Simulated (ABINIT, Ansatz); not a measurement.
# A GW chain in ABINIT: InF3 (R-3c), part 3 of 3

Aim: the G0W0 gap of InF3 (R-3c) on LDA, step by step.

ABINIT 10.8.3; LDA and many-body steps on it, plane waves. Known limits of the many-body steps: not at the basis limit; exchange with frozen shells missing; no spin-orbit coupling; coarse k mesh.

So far. Step 4 (Empty states on the mesh, 2×2×2 mesh, 243 bands): On this mesh the gap is 3.997 eV. Step 5 (Screening, 2×2×2 mesh, 221 bands, screening to 176.9 eV): Local fields lower ε∞ by 7 %. On a Γ-centred mesh this coarse the value itself is usually too large, while a short band sum pulls it down.

## 6. Self-energy, 2×2×2 mesh, 221 bands, screening to 176.9 eV

The self-energy is evaluated for the states that the input lists, and the levels follow from it, in one-shot runs by the linearised quasiparticle equation.

This step: G0W0 on LDA, plane waves, norm-conserving pseudopotentials.

run.abi reads:

```
acell 3*1.0 Angstrom
rprim 
  2.602141182914 1.502346912402 4.907506134507
  -2.602141182914 1.502346912402 4.907506134507
  0.000000000000 -3.004693824873 4.907506134486
ntypat 2
znucl 49 9
natom 8
typat 1 1 2 2 2 2 2 2
xred 
  0.500000000000 0.500000000000 0.500000000000
  -0.000000000000 0.000000000000 0.000000000000
  0.395709220000 0.750000000000 0.104290780000
  0.750000000000 0.104290780000 0.395709220000
  0.895709220000 0.604290780000 0.250000000000
  0.250000000000 0.895709220000 0.604290780000
  0.604290780000 0.250000000000 0.895709220000
  0.104290780000 0.395709220000 0.750000000000
pp_dirpath "pseudos"
pseudos "In.upf, F.upf"
ecut 36
ngkpt 2 2 2
nshiftk 1
shiftk 0 0 0
kptopt 1
chksymbreak 0
istwfk *1
occopt 1
irdwfk 1
optdriver 4
nband 221
gwcalctyp 0
ecutsigx 36
symsigma 1
nkptgw 2
kptgw 
  0.5000000000 0.5000000000 0.0000000000
  0.0000000000 0.0000000000 0.0000000000
bdgw 
  33 36
  33 36
ecuteps 6.5
irdscr 1
ppmodel 1
indata_prefix "in"
outdata_prefix "out"
tmpdata_prefix "tmp"
```

Command:

```console
> OMP_NUM_THREADS=1 mpirun -n 4 abinit run.abi > log
```

Numbers of over 12 decimals in the logs are rounded to 6 here.

The log of the run:

```text
.Version 10.8.3 of ABINIT. v10.8.2 released Aug 2026.

 Symmetries : space group R-3 c (#167); Bravais hR (rhombohedral)
[... echo of the input left out ...]
== DATASET  1 ==================================================================
-   mpi_nproc: 4, omp_nthreads: 1 (-1 if OMP is not activated)

--- !DatasetInfo
iteration_state: {dtset: 1, }
dimensions: {natom: 8, nkpt: 4, mband: 221, nsppol: 1, nspinor: 1, nspden: 1, mpw: 8026, }
cutoff_energies: {ecut:  36.0, pawecutdg:  -1.0, }
electrons: {nelect:   6.80000000E+01, charge:   0.00000000E+00, occopt:   1.00000000E+00, tsmear:   1.00000000E-02, }

 SIGMA: Calculation of the GW corrections

 Based on a program developped by R.W. Godby, V. Olevano, G. Onida, and L. Reining.
 Incorporated in ABINIT by V. Olevano, G.-M. Rignanese, and M. Torrent.
.Using double precision arithmetic ; gwpc =  8

[... cell and pseudopotentials left out ...]
--------------------------------------------------------------------------------

 ==== K-mesh for the wavefunctions ====
 Number of points in the irreducible wedge :     4
[... list of points left out ...]
 Together with 12 symmetry operations and time-reversal symmetry
 yields     8 points in the full Brillouin Zone.

 ==== Q-mesh for screening function ====
 Number of points in the irreducible wedge :     4
[... list of points left out ...]
 Together with 12 symmetry operations and time-reversal symmetry
 yields     8 points in the full Brillouin Zone.

 vcoul_init : cutoff-mode = AUXILIARY_FUNCTION
 q-points for optical limit:   1
     1)      0.000010    0.000020    0.000030
 setmesh: FFT mesh size selected  =    60x   60x   60
          total number of points  =       216000

 Number of electrons calculated from density =   68.0000; Expected =   68.0000
 average of density, n =  0.087539
 r_s =    1.3971
 omega_plasma =   28.5401 [eV]

 === KS Band Gaps ===
  >>>> For spin  1
   Minimum direct gap =   4.0295 [eV], located at k-point      :   0.0000  0.0000  0.0000
   Fundamental gap    =   3.9974 [eV], Top of valence bands at :   0.5000  0.5000  0.0000
                                       Bottom of conduction at :   0.0000  0.0000  0.0000
 SIGMA fundamental parameters:
 PLASMON POLE MODEL  1
 number of plane-waves for SigmaX                 7987
 number of plane-waves for SigmaC and W            605
 number of plane-waves for wavefunctions          7987
 number of bands                                   221
 number of independent spin polarizations            1
 number of spinorial components                      1
 number of k-points in IBZ                           4
 number of q-points in IBZ                           4
 number of symmetry operations                      12
 number of k-points in BZ                            8
 number of q-points in BZ                            8
 number of frequencies for dSigma/dE                 9
 frequency step for dSigma/dE [eV]                0.25
 number of omega for Sigma on real axis              0
 max omega for Sigma on real axis  [eV]           0.00
 zcut for avoiding poles [eV]                     0.10

 EPSILON^-1 parameters (SCR file):
 dimension of the eps^-1 matrix on file            605
 dimension of the eps^-1 matrix used               605
 number of plane-waves for wavefunctions          7987
 number of bands                                   221
 number of q-points in IBZ                           4
 number of frequencies                               2
 number of real frequencies                          1
 number of imag frequencies                          1

 matrix elements of self-energy operator (all in [eV])

 Perturbative Calculation

--- !SelfEnergy_ee
iteration_state: {dtset: 1, }
kpoint     : [   0.500,    0.500,    0.000, ]
spin       : 1
KS_gap     :    6.522
QP_gap     :    9.906
Delta_QP_KS:    3.383
data: !SigmaeeData |
     Band     E0 <VxcDFT>   SigX SigC(E0)      Z dSigC/dE  Sig(E)    E-E0       E
       33  -1.587 -23.082 -29.140   4.974   0.808  -0.237 -23.958  -0.876  -2.463
       34  -1.436 -22.746 -29.817   5.431   0.801  -0.248 -24.059  -1.313  -2.749
       35   5.086 -17.412 -12.350  -2.634   0.853  -0.173 -15.342   2.070   7.156
       36   6.633 -18.272 -12.582  -2.956   0.846  -0.183 -15.960   2.312   8.945

--- !SelfEnergy_ee
iteration_state: {dtset: 1, }
kpoint     : [   0.000,    0.000,    0.000, ]
spin       : 1
KS_gap     :    4.030
QP_gap     :    7.035
Delta_QP_KS:    3.006
data: !SigmaeeData |
     Band     E0 <VxcDFT>   SigX SigC(E0)      Z dSigC/dE  Sig(E)    E-E0       E
       33  -1.468 -22.631 -29.821   5.474   0.800  -0.249 -24.004  -1.373  -2.841
       34  -1.468 -22.631 -29.821   5.474   0.800  -0.249 -24.004  -1.373  -2.841
       35   2.561 -14.346  -9.831  -2.632   0.867  -0.153 -12.713   1.633   4.194
       36   7.966 -19.069 -12.845  -3.233   0.838  -0.194 -16.564   2.505  10.471

== END DATASET(S) ==============================================================
================================================================================

 -outvars: echo values of variables after computation  --------
           etotal      0.0000000000E+00
            nband         221
             nkpt           4
          spgroup         167
 [... the other variables as echoed above ...]

 Calculation completed.
```

Run time: 75 s. Hardware: 4 MPI ranks of Arm Neoverse N1, shared host; peak memory 2.4 GiB; 5 min of CPU time.

This step gave:

```yaml
g0w0_gap_on_the_points_computed: 6.657 eV
starting_gap_on_the_mesh: 3.997 eV
k_of_the_valence_top: 0.5, 0.5, 0
k_of_the_conduction_bottom: 0, 0, 0
z_at_the_valence_top: 0.808
z_at_the_conduction_bottom: 0.867
least_direct_g0w0_gap_on_the_computed_points: 7.035 eV
```

The gap on the mesh goes from 4.00 eV to 6.66 eV, a correction of +2.66 eV.

Limits: finite bands, cutoff and mesh; exchange with frozen shells missing; no spin-orbit coupling; coarse k mesh. v1 is the top filled band, c1 the lowest empty one. The levels before and after the correction (eV, zero at the valence-band top of each column):

|  | conduction bottom | valence top |
| --- | --- | --- |
| Kohn-Sham | 4.00 | 0.00 |
| G0W0 | 6.66 | 0.00 |

|  | level | energy (eV) |
| --- | --- | --- |
| Kohn-Sham | (0.5 0.5 0) v2 | -0.151 |
| Kohn-Sham | (0.5 0.5 0) v1 | 0.000 |
| Kohn-Sham | (0.5 0.5 0) c1 | 6.523 |
| Kohn-Sham | (0.5 0.5 0) c2 | 8.070 |
| Kohn-Sham | Γ v2-v1 | -0.032 |
| Kohn-Sham | Γ c1 | 3.997 |
| Kohn-Sham | Γ c2 | 9.402 |
| G0W0 | (0.5 0.5 0) v2 | 0.000 |
| G0W0 | (0.5 0.5 0) v1 | -0.286 |
| G0W0 | (0.5 0.5 0) c1 | 9.619 |
| G0W0 | (0.5 0.5 0) c2 | 11.408 |
| G0W0 | Γ v2-v1 | -0.378 |
| G0W0 | Γ c1 | 6.657 |
| G0W0 | Γ c2 | 12.934 |

## 7. Where the time went

Times are wall times on 4 MPI ranks of Arm Neoverse N1, shared host, good to a factor of about two.

| step | time | share | memory (GiB) |
| --- | --- | --- | --- |
| ground state | 4.2 min | 29 % | 0.61 |
| bands along the symmetry lines | 2.3 min | 16 % | 0.49 |
| empty states on the mesh | 3 min | 21 % | 0.55 |
| screening | 3.6 min | 25 % | 2.9 |
| self-energy | 75 s | 9 % | 2.4 |

## 8. What came out

| Property | Result |
| --- | --- |
| LDA gap | 4.00 eV, indirect (only 32 meV under the direct gap) |
| G0W0 gap on the mesh | 6.66 eV |
| GW settings | 2×2×2 mesh, 221 bands, screening to 176.9 eV, Godby-Needs plasmon pole |
| known limits | not at the basis limit; exchange with frozen shells missing; no spin-orbit coupling; coarse k mesh |

**Reading.** G0W0 moves the gap on the mesh from 4.00 eV to 6.66 eV (+2.66 eV), with Z of 0.81 and 0.87 at the edges. Local fields lower the RPA ε∞ on this mesh from 2.64 to 2.46; a Γ-centred mesh this coarse tends to raise both, most where the direct gap is narrow, while a short band sum lowers them. Only 2 of the mesh's irreducible points were corrected, so a valley elsewhere could overtake. Bands and cutoff are finite, so the gap is not at the basis limit. The miss can reach some tenths of an eV and take either sign; the mesh is an error of its own. In the G0W0 run levels were corrected at 2 k points alone, so a gap called «on the mesh» is the least over those, and an edge elsewhere would be missed. The 2×2×2 mesh is coarse for this cell, which bears on the long-range parts of exchange and screening. The norm-conserving file of at least one element keeps a d shell over frozen s and p shells of the same row. Exchange with those shells is missing from the self-energy, an error of 0.3 to 0.9 eV in cases checked, whose sign depends on which edge lies on those atoms. The many-body steps are scalar-relativistic: spin-orbit coupling is not in them.

[Paths, hosts, dates, memory and timing lines, banners, echoed tables and standing remarks are left out of the program output.]

[Logs are printed without paths, hosts, clocks, repeated set-up lines and the standing remarks that a program may print on its own settings, such as how far it seeks lower states.]

[Runs of the session that timed out or met a known fault of the program may be left out.]

[Hosts, paths, dates, database ids (printed as entryN), source tags and the programs' standing remarks are cut or masked in the printed files.]

[G0W0 gaps are taken among the corrected bands and points alone; a level outside them can change the order at an edge.]

[Where Ansatz stands beside ABINIT at settings called matched, ABINIT's density can come from a denser mesh and the files from another edition; pairs whose starting gaps differed by over 0.03 eV were left out, so agreement reads better than it is.]
